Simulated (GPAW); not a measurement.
# Cu K ELNES/XANES of CuSe2 (Pnnm) from DFT, part 3 of 3

How does the Cu K edge of CuSe2 (Pnnm) move when the bonds are compressed or stretched?

GPAW 26.7.0; X-ray absorption from dipole matrix elements to empty bands, plane-wave PAW LDA.

So far. Step 4 (Spectrum with XCH, Cu atom 5): The total-energy difference is 8991.01 eV. One term is added: -29.79 eV, since the hole is spin-paired here and a spin-polarised one costs that much less in the free atom (computed apart). The photon energy is then 8961.22 eV. The tabulated edge of the element is 8979 eV. The functional leaves an error in such absolute values: in the free atom LDA prices this hole 18.3 eV below PBE (computed apart), and PBE is itself good to a few eV.

## Step 7: Supercell without a hole, the energy reference

Level of this step: plane-wave PAW DFT, LDA, self-consistent field (GPAW).

The cell changes for the next run, so it gets a reference energy of its own.

The cell differs from the one that the last finished run ended in (a 6.139 → 6.329 Å, b 6.139 → 6.329 Å, c 7.090 → 7.310 Å).

The input, scf.py:

```python
import numpy as np
from ase import Atoms
from ase.parallel import parprint, paropen
from gpaw import GPAW, PW, FermiDirac, Mixer, MixerDif, setup_paths
from gpaw.test import gen
setup_paths.insert(0, '.')
gen('Cu', name='nch1s', xcname='LDA', corehole=(1, 0, 0), write_xml=True)
from gpaw.mpi import world
world.barrier()

atoms = Atoms('Se8Cu4',
    cell=[[-5.07495769, 0, -3.78177865],
     [5.07495769, 0, -3.78177865],
     [0, -6.25543171, -3.78177865]],
    scaled_positions=[[0.4658, 0.1493, 0.8849],
     [0.9658, 0.6493, 0.8849],
     [0.0342, 0.3507, 0.1151],
     [0.5342, 0.8507, 0.1151],
     [0.1007, 0.2842, 0.6151],
     [0.6007, 0.7842, 0.6151],
     [0.8993, 0.7158, 0.3849],
     [0.3993, 0.2158, 0.3849],
     [0.75, 0.25, 0.5],
     [0.25, 0.75, 0.5],
     [0, 0, 0],
     [0.5, 0.5, 0]],
    pbc=True)
atoms.calc = calc = GPAW(legacy_gpaw=True, mode=PW(430), xc='LDA', setups={8: 'nch1s'},
    kpts={'size': (3, 3, 3), 'gamma': True}, occupations=FermiDirac(0.1),
    charge=0, mixer=Mixer(0.1, 5, 50), maxiter=150,
    convergence={'density': 0.0001}, txt='scf.txt')
energy = atoms.get_potential_energy() + calc.get_reference_energy()
ef = calc.get_fermi_level()
out = dict(energy=energy, fermi=ef, forces=atoms.get_forces().tolist())
parprint(f'all-electron energy {energy:.4f} eV, Fermi level {ef:.4f} eV')
ev = np.array([[calc.get_eigenvalues(k, s) for k in range(len(calc.get_ibz_k_points()))] for s in range(calc.get_number_of_spins())])
out['homo'], out['lumo'], out['counts'] = ev[ev < ef].max(), ev[ev > ef].min(), sorted(set((ev < ef).sum((0, 2)).tolist()))
out['filled'] = (ev[:, 0] < ef).sum(1).tolist()
import json
with paropen('out.json', 'w') as f:
    json.dump(out, f)
```

The run is started by

```bash
> OMP_NUM_THREADS=1 mpirun -n 2 gpaw python scf.py
```

Numbers of over 12 decimals in the logs are rounded to 6 here.

Output:

```text
Input parameters:
  convergence: {density: 0.0001}
  kpts: {gamma: True,
         size: (3, 3, 3)}
  maxiter: 150
  mixer: {backend: pulay,
          beta: 0.1,
          method: separate,
          nmaxold: 5,
          weight: 50}
  mode: {ecut: 430.0,
         name: pw}
  occupations: {fixmagmom: False,
                name: fermi-dirac,
                width: 0.1}
  setups: {8: nch1s}

Initialize ...

[...]
<dir> UserWarning: Initial realspace grid (32,32,35) inconsistent with symmetries.
  warnings.warn(
<dir> UserWarning: Using symmetrized grid: (35,35,35).

  warnings.warn('Using symmetrized grid: ({},{},{}).\n'.format(*N_c))
<dir> UserWarning: Initial realspace grid (32,32,35) inconsistent with symmetries.
  warnings.warn(
<dir> UserWarning: Using symmetrized grid: (35,35,35).

  warnings.warn('Using symmetrized grid: ({},{},{}).\n'.format(*N_c))
all-electron energy -707994.2304 eV, Fermi level 6.0763 eV
[key lines of the parts left out:]
Converged after 14 iterations.
Dipole moment: (0.000000, 0.000000, -0.000000) |e|*Ang
Free energy:    -52.549589
Fermi level: 6.07634
```

The job ended after 51 s (2 MPI ranks of Arm Neoverse V1, shared host; peak memory 0.29 GiB).

Reference energy: -707994.230 eV with the cores included.

## Step 8: Spectrum with XCH, Cu atom 5

Shorter bonds are expected to push antibonding states and scattering resonances up, and longer ones down; the cell is scaled to test that.

Changed against the first core-hole run: volume scale from 1 to 1.03.

The input, xas.py:

```python
import numpy as np
from ase import Atoms
from ase.parallel import parprint, paropen
from gpaw import GPAW, PW, FermiDirac, Mixer, MixerDif, setup_paths
from gpaw.test import gen
setup_paths.insert(0, '.')
gen('Cu', name='fch1s', xcname='LDA', corehole=(1, 0, 1), write_xml=True)
from gpaw.mpi import world
world.barrier()

atoms = Atoms('Se8Cu4',
    cell=[[-5.07495769, 0, -3.78177865],
     [5.07495769, 0, -3.78177865],
     [0, -6.25543171, -3.78177865]],
    scaled_positions=[[0.4658, 0.1493, 0.8849],
     [0.9658, 0.6493, 0.8849],
     [0.0342, 0.3507, 0.1151],
     [0.5342, 0.8507, 0.1151],
     [0.1007, 0.2842, 0.6151],
     [0.6007, 0.7842, 0.6151],
     [0.8993, 0.7158, 0.3849],
     [0.3993, 0.2158, 0.3849],
     [0.75, 0.25, 0.5],
     [0.25, 0.75, 0.5],
     [0, 0, 0],
     [0.5, 0.5, 0]],
    pbc=True)
atoms.calc = calc = GPAW(legacy_gpaw=True, mode=PW(430), xc='LDA', setups={8: 'fch1s'},
    kpts={'size': (3, 3, 3), 'gamma': True}, occupations=FermiDirac(0.1),
    charge=-1, mixer=Mixer(0.1, 5, 50), maxiter=150,
    convergence={'density': 0.0001}, txt='scf.txt')
energy = atoms.get_potential_energy() + calc.get_reference_energy()
ef = calc.get_fermi_level()
out = dict(energy=energy, fermi=ef, forces=atoms.get_forces().tolist())
parprint(f'all-electron energy {energy:.4f} eV, Fermi level {ef:.4f} eV')
ev = np.array([[calc.get_eigenvalues(k, s) for k in range(len(calc.get_ibz_k_points()))] for s in range(calc.get_number_of_spins())])
out['homo'], out['lumo'], out['counts'] = ev[ev < ef].max(), ev[ev > ef].min(), sorted(set((ev < ef).sum((0, 2)).tolist()))
out['filled'] = (ev[:, 0] < ef).sum(1).tolist()

from ase.units import Ha
from gpaw.xas import dipole_matrix_elements
nb = int(calc.get_number_of_electrons() / 2) + 145
top, nb = nb, nb + 8 + nb // 12
nscf = calc.fixed_density(kpts={'size': (3, 3, 3), 'gamma': True}, nbands=nb,
    convergence={'bands': top, 'eigenstates': 1e-5}, maxiter=60, txt='nscf.txt')
cell = atoms.cell.array
ops = [cell.T @ U.T @ np.linalg.inv(cell.T) for U in nscf.wfs.kd.symmetry.op_scc]
E = np.arange(-6, 34, 0.1)
fwhm = np.interp(E, [4, 25], [1.55, 3.5])
Y, X, zero, highest = 0, 0, 1e9, 1e9
for spin in range(nscf.get_number_of_spins()):
    wfs = nscf.wfs
    A = dipole_matrix_elements(wfs.setups[8])
    eps = np.zeros((wfs.kd.nibzkpts, nb))
    d = np.zeros((3, A.shape[1], wfs.kd.nibzkpts, nb), complex)
    for kpt in wfs.kpt_u:
        if kpt.s == spin and 8 in kpt.P_ani:
            eps[kpt.k] = kpt.eps_n * Ha
            d[:, :, kpt.k] = (kpt.weight * wfs.nspins / 2) ** 0.5 * np.inner(A, kpt.P_ani[8])
    world.sum(eps)
    world.sum(d)
    T = np.einsum('amkn,bmkn->abkn', d, d.conj()).real
    T = sum(np.einsum('ai,ijkn,bj->abkn', R, T, R) for R in ops) / len(ops)
    empty = eps > ef
    zero, highest = min(zero, eps[empty].min()), min(highest, eps[:, top - 1].min())
    lines = [(eps, T, empty)] if spin == 0 else lines + [(eps, T, empty)]
for eps, T, empty in lines:
    f = np.einsum('aakn->akn', T).reshape(3, -1)
    x = eps.ravel() - zero
    w = np.interp(x, E, fwhm) / 2.35482
    g = np.exp(-0.5 * ((E[:, None] - x) / w) ** 2) / (w * (2 * np.pi) ** 0.5)
    Y = Y + (f * empty.ravel()) @ g.T
    X = X + (f * ~empty.ravel()) @ g.T
out.update(E=E.round(2).tolist(), xas=Y.tolist(), xes=X.tolist(), zero=zero, valid=highest - zero, nk=len(eps), nb=nb)
for i in range(0, len(E), 10):
    parprint(f'{E[i]:7.2f}', *(f'{v:10.3e}' for v in Y[:, i]))
import json
with paropen('out.json', 'w') as f:
    json.dump(out, f)
```

The run is started by

```bash
> OMP_NUM_THREADS=1 mpirun -n 2 gpaw python xas.py
```

Output:

```text
Input parameters:
  charge: -1
  convergence: {density: 0.0001}
  kpts: {gamma: True,
         size: (3, 3, 3)}
  maxiter: 150
  mixer: {backend: pulay,
          beta: 0.1,
          method: separate,
          nmaxold: 5,
          weight: 50}
  mode: {ecut: 430.0,
         name: pw}
  occupations: {fixmagmom: False,
                name: fermi-dirac,
                width: 0.1}
  setups: {8: fch1s}

Initialize ...

[...]
warnings.warn('Using symmetrized grid: ({},{},{}).\n'.format(*N_c))
<dir> UserWarning: Initial realspace grid (32,32,35) inconsistent with symmetries.
  warnings.warn(
<dir> UserWarning: Using symmetrized grid: (35,35,35).

  warnings.warn('Using symmetrized grid: ({},{},{}).\n'.format(*N_c))
all-electron energy -699003.2984 eV, Fermi level 6.2334 eV
[...]
32.00  1.664e-07  1.381e-07  1.610e-07
  33.00  1.620e-07  1.496e-07  1.654e-07
[key lines of the parts left out:]
Converged after 18 iterations.
Dipole moment: (-0.381764, 0.000000, 0.008463) |e|*Ang
Free energy:    -60.500589
Fermi level: 6.23343
```

Run time: 3.9 min. Hardware: 2 MPI ranks; peak memory 0.46 GiB.

| E (eV) | first run | this run |
| --- | --- | --- |
| -2.0 | 0.00 | 0.00 |
| -1.0 | 0.01 | 0.01 |
| 0.0 | 0.05 | 0.05 |
| 1.0 | 0.12 | 0.12 |
| 2.0 | 0.14 | 0.13 |
| 3.0 | 0.11 | 0.11 |
| 4.0 | 0.39 | 0.40 |
| 5.0 | 1.22 | 1.27 |
| 6.0 | 2.19 | 2.26 |
| 7.0 | 2.06 | 2.08 |
| 8.0 | 1.48 | 1.47 |
| 9.0 | 1.16 | 1.15 |
| 10.0 | 1.12 | 1.14 |
| 11.0 | 1.24 | 1.26 |
| 12.0 | 1.29 | 1.27 |
| 13.0 | 1.19 | 1.15 |
| 14.0 | 1.04 | 1.00 |
| 15.0 | 0.92 | 0.89 |
| 16.0 | 0.90 | 0.90 |
| 17.0 | 0.95 | 0.95 |
| 18.0 | 0.96 | 0.95 |
| 19.0 | 0.93 | 0.92 |
| 20.0 | 0.92 | 0.92 |
| 21.0 | 0.95 | 0.96 |
| 22.0 | 0.99 | 0.99 |
| 23.0 | 1.00 | 1.00 |
| 24.0 | 0.99 | 1.00 |
| 25.0 | 1.00 | 1.02 |
| 26.0 | 1.02 | 1.03 |
| 27.0 | 1.03 | 1.02 |
| 28.0 | 1.00 | 0.98 |
| 29.0 | 0.95 | 0.93 |
| 30.0 | 0.91 | 0.90 |
| 31.0 | 0.89 | 0.89 |
| 32.0 | 0.90 | 0.92 |

The scaled spectrum changes by 2 % r.m.s. The highest intensity below 24 eV stays at 6.4 eV.

The photon energy of the zero moves by -0.08 eV.

## Step 9: Reference energy of the supercell

The cell changes for the next run, so it gets a reference energy of its own.

The cell differs from the one that the last finished run ended in (a 6.329 → 6.450 Å, b 6.329 → 6.450 Å, c 7.310 → 7.449 Å).

Changes to scf.py since step 7:

```diff
@@ -11,5 +11,5 @@
 atoms = Atoms('Se8Cu4',
-    cell=[[-5.07495769, 0, -3.78177865],
-     [5.07495769, 0, -3.78177865],
-     [0, -6.25543171, -3.78177865]],
+    cell=[[-5.17164672, 0, -3.85382979],
+     [5.17164672, 0, -3.85382979],
+     [0, -6.37461135, -3.85382979]],
     scaled_positions=[[0.4658, 0.1493, 0.8849],
```

The run is started by

```bash
> OMP_NUM_THREADS=1 mpirun -n 2 gpaw python scf.py
```

Output:

```text
Input parameters:
  convergence: {density: 0.0001}
  kpts: {gamma: True,
         size: (3, 3, 3)}
  maxiter: 150
  mixer: {backend: pulay,
          beta: 0.1,
          method: separate,
          nmaxold: 5,
          weight: 50}
  mode: {ecut: 430.0,
         name: pw}
  occupations: {fixmagmom: False,
                name: fermi-dirac,
                width: 0.1}
  setups: {8: nch1s}

Initialize ...

[...]
<dir> UserWarning: Initial realspace grid (32,32,36) inconsistent with symmetries.
  warnings.warn(
<dir> UserWarning: Using symmetrized grid: (36,36,36).

  warnings.warn('Using symmetrized grid: ({},{},{}).\n'.format(*N_c))
<dir> UserWarning: Initial realspace grid (32,32,36) inconsistent with symmetries.
  warnings.warn(
<dir> UserWarning: Using symmetrized grid: (36,36,36).

  warnings.warn('Using symmetrized grid: ({},{},{}).\n'.format(*N_c))
all-electron energy -707993.5422 eV, Fermi level 5.3605 eV
[key lines of the parts left out:]
Converged after 14 iterations.
Dipole moment: (0.000000, -0.000000, -0.000000) |e|*Ang
Free energy:    -51.870333
Fermi level: 5.36048
```

Wall time 53 s (2 MPI ranks); peak memory 0.3 GiB; 1.8 min of CPU time.

Reference energy: -707993.542 eV with the cores included.

## Step 10: Spectrum with XCH, Cu atom 5

Shorter bonds are expected to push antibonding states and scattering resonances up, and longer ones down; the cell is scaled to test that.

Changed against the first core-hole run: volume scale from 1 to 1.09.

Changes to xas.py since step 8:

```diff
@@ -11,5 +11,5 @@
 atoms = Atoms('Se8Cu4',
-    cell=[[-5.07495769, 0, -3.78177865],
-     [5.07495769, 0, -3.78177865],
-     [0, -6.25543171, -3.78177865]],
+    cell=[[-5.17164672, 0, -3.85382979],
+     [5.17164672, 0, -3.85382979],
+     [0, -6.37461135, -3.85382979]],
     scaled_positions=[[0.4658, 0.1493, 0.8849],
@@ -41,3 +41,3 @@
 from gpaw.xas import dipole_matrix_elements
-nb = int(calc.get_number_of_electrons() / 2) + 145
+nb = int(calc.get_number_of_electrons() / 2) + 154
 top, nb = nb, nb + 8 + nb // 12
```

The run is started by

```bash
> OMP_NUM_THREADS=1 mpirun -n 2 gpaw python xas.py
```

Output:

```text
Input parameters:
  charge: -1
  convergence: {density: 0.0001}
  kpts: {gamma: True,
         size: (3, 3, 3)}
  maxiter: 150
  mixer: {backend: pulay,
          beta: 0.1,
          method: separate,
          nmaxold: 5,
          weight: 50}
  mode: {ecut: 430.0,
         name: pw}
  occupations: {fixmagmom: False,
                name: fermi-dirac,
                width: 0.1}
  setups: {8: fch1s}

Initialize ...

[...]
warnings.warn('Using symmetrized grid: ({},{},{}).\n'.format(*N_c))
<dir> UserWarning: Initial realspace grid (32,32,36) inconsistent with symmetries.
  warnings.warn(
<dir> UserWarning: Using symmetrized grid: (36,36,36).

  warnings.warn('Using symmetrized grid: ({},{},{}).\n'.format(*N_c))
all-electron energy -699002.7573 eV, Fermi level 5.5050 eV
[...]
32.00  1.626e-07  1.493e-07  1.666e-07
  33.00  1.564e-07  1.576e-07  1.609e-07
[key lines of the parts left out:]
Converged after 19 iterations.
Dipole moment: (-0.384122, -0.000000, 0.008281) |e|*Ang
Free energy:    -59.966705
Fermi level: 5.50497
```

The job ended after 4.1 min (2 MPI ranks; peak memory 0.49 GiB; 8.1 min of CPU time).

```
E (eV)  first run  this run
  -2.0       0.00      0.00
  -1.0       0.01      0.01
   0.0       0.05      0.04
   1.0       0.12      0.12
   2.0       0.14      0.11
   3.0       0.11      0.10
   4.0       0.39      0.41
   5.0       1.22      1.38
   6.0       2.19      2.40
   7.0       2.06      2.11
   8.0       1.48      1.45
   9.0       1.16      1.15
  10.0       1.12      1.17
  11.0       1.24      1.27
  12.0       1.29      1.22
  13.0       1.19      1.07
  14.0       1.04      0.91
  15.0       0.92      0.86
  16.0       0.90      0.90
  17.0       0.95      0.94
  18.0       0.96      0.93
  19.0       0.93      0.91
  20.0       0.92      0.93
  21.0       0.95      0.98
  22.0       0.99      1.01
  23.0       1.00      1.02
  24.0       0.99      1.02
  25.0       1.00      1.03
  26.0       1.02      1.02
  27.0       1.03      0.98
  28.0       1.00      0.94
  29.0       0.95      0.90
  30.0       0.91      0.90
  31.0       0.89      0.92
  32.0       0.90      0.95
```

The scaled spectrum changes by 6 % r.m.s. The highest intensity below 24 eV goes from 6.4 eV (2.28) to 6.2 eV (2.45).

The photon energy of the zero moves by -0.23 eV.

## Step 11: The volumes side by side

| volume | nearest distance (Å) | shift of the zero (eV) | maximum 1 (eV above own zero) | maximum 2 (eV above own zero) | maximum 3 (eV above own zero) | maximum 4 (eV above own zero) |
| --- | --- | --- | --- | --- | --- | --- |
| 0.94 | 2.504 | +0.19 | 1.6 | 6.4 | 12.2 | 27.6 |
| 1 | 2.556 | +0.00 | 1.6 | 6.4 | 11.8 | 26.6 |
| 1.03 | 2.582 | -0.08 | 1.6 | 6.4 | 11.6 | 26.0 |
| 1.09 | 2.631 | -0.23 | 1.4 | 6.2 | 11.2 | 25.0 |

The curves, each shifted by its zero's change so that they share one photon-energy axis, counted from the zero at V × 1:

```csv
E (eV),V × 0.94,V × 1,V × 1.03,V × 1.09
-2.0,0.00,0.00,0.00,0.00
-1.0,0.00,0.01,0.01,0.01
0.0,0.04,0.05,0.05,0.06
1.0,0.10,0.12,0.13,0.14
2.0,0.16,0.14,0.12,0.09
3.0,0.11,0.11,0.12,0.14
4.0,0.31,0.39,0.45,0.57
5.0,0.95,1.22,1.37,1.68
6.0,1.91,2.19,2.29,2.45
7.0,2.08,2.06,2.03,1.94
8.0,1.59,1.48,1.43,1.34
9.0,1.23,1.16,1.14,1.13
10.0,1.09,1.12,1.14,1.19
11.0,1.16,1.24,1.26,1.27
12.0,1.29,1.29,1.27,1.19
13.0,1.27,1.19,1.14,1.03
14.0,1.16,1.04,0.98,0.89
15.0,1.02,0.92,0.89,0.86
16.0,0.93,0.90,0.90,0.91
17.0,0.94,0.95,0.95,0.94
18.0,0.98,0.96,0.94,0.92
19.0,0.97,0.93,0.92,0.91
20.0,0.93,0.92,0.92,0.94
21.0,0.92,0.95,0.96,0.99
22.0,0.96,0.99,1.00,1.01
23.0,0.99,1.00,1.00,1.02
24.0,0.99,0.99,1.00,1.03
25.0,0.98,1.00,1.02,1.03
26.0,0.99,1.02,1.03,1.01
27.0,1.02,1.03,1.01,0.97
28.0,1.03,1.00,0.97,0.93
29.0,1.00,0.95,0.93,0.90
30.0,0.96,0.91,0.89,0.90
31.0,0.92,0.89,0.89,0.93
```

## Step 12: What came out

| Quantity | Value |
| --- | --- |
| absorber and edge | Cu K, atom 5 of the ground-state input (counted from 1) |
| surroundings | 6 Se at 2.56 Å (octahedral, site symmetry 2/m) |
| highest intensity below 24 eV | 6.4 eV above the zero, height 2.28 |
| photon energy of the zero, with the added terms | 8961.2 eV (raw 8991.0 eV; LDA puts this hole about 18 eV below PBE, itself good to a few eV) |

From V × 0.94 to V × 1.09 the nearest distance grows by 0.127 Å and the zero moves by -0.42 eV. Above their own zero, the maxima move from 1.6 to 1.4 eV, from 6.4 to 6.2 eV, from 12.2 to 11.2 eV and from 27.6 to 25.0 eV. The one highest in energy moves most, in the direction that the rule ΔE·R² ≈ constant for scattering resonances gives. The Cu K edge of atom 5, with 6 Se at 2.56 Å (octahedral, site symmetry 2/m), has its highest intensity of the first 24 eV at 6.4 eV above the zero, near 8968 eV in photon energy (LDA puts this hole about 18 eV below PBE, itself good to a few eV), 2.3 times the mean level of the first 20 eV (Gaussian full width 1.55 eV up to 4 eV, rising linearly to 3.5 eV at 25 eV). At the Cu K edge of atom 5 polarisation matters most near 6.6 eV, where the curves differ by 0.7 on this scale. The strongest dipole feature below the main edge lies at 1.6 eV (height 0.15); the site has an inversion centre, so it comes from p states mixed with the neighbours' empty states, not from local p–d mixing. The script folds with a Gaussian, whereas the core hole's own line is a Lorentzian, so the onset is too steep and the first peak too high. The unit cell's mesh shows no gap over 0.35 eV. That is right for a metallic compound; for a small-gap or correlated insulator it would be the fault of the functional or of the assumed magnetic order, and the hole would be screened too well. The holes are only 6.3 Å apart, so the shape is probably not converged with cell size; no larger cell was run here. The mesh is coarse (0.39 Å⁻¹ between points), so small maxima may be mesh ripples. The structure is a published determination, not relaxed.

[Banner, clock and machine lines of the logs are left out without a mark of their own.]

[Logs are printed without paths, hosts, clocks, repeated set-up lines and the standing remarks that a program may print on its own settings, such as how far it seeks lower states.]

[Hosts, paths, dates, database ids (printed as entryN), source tags and the programs' standing remarks are cut or masked in the printed files.]

[Lists of maxima count a maximum above −3 eV only where it reaches 4 % of the highest in the window and stands out from its surroundings by 2 % of it (1.5 % where it reaches 55 %); shoulders and weaker maxima are passed over, and of the rest the first, up to two pre-edge ones and the few strongest are named.]
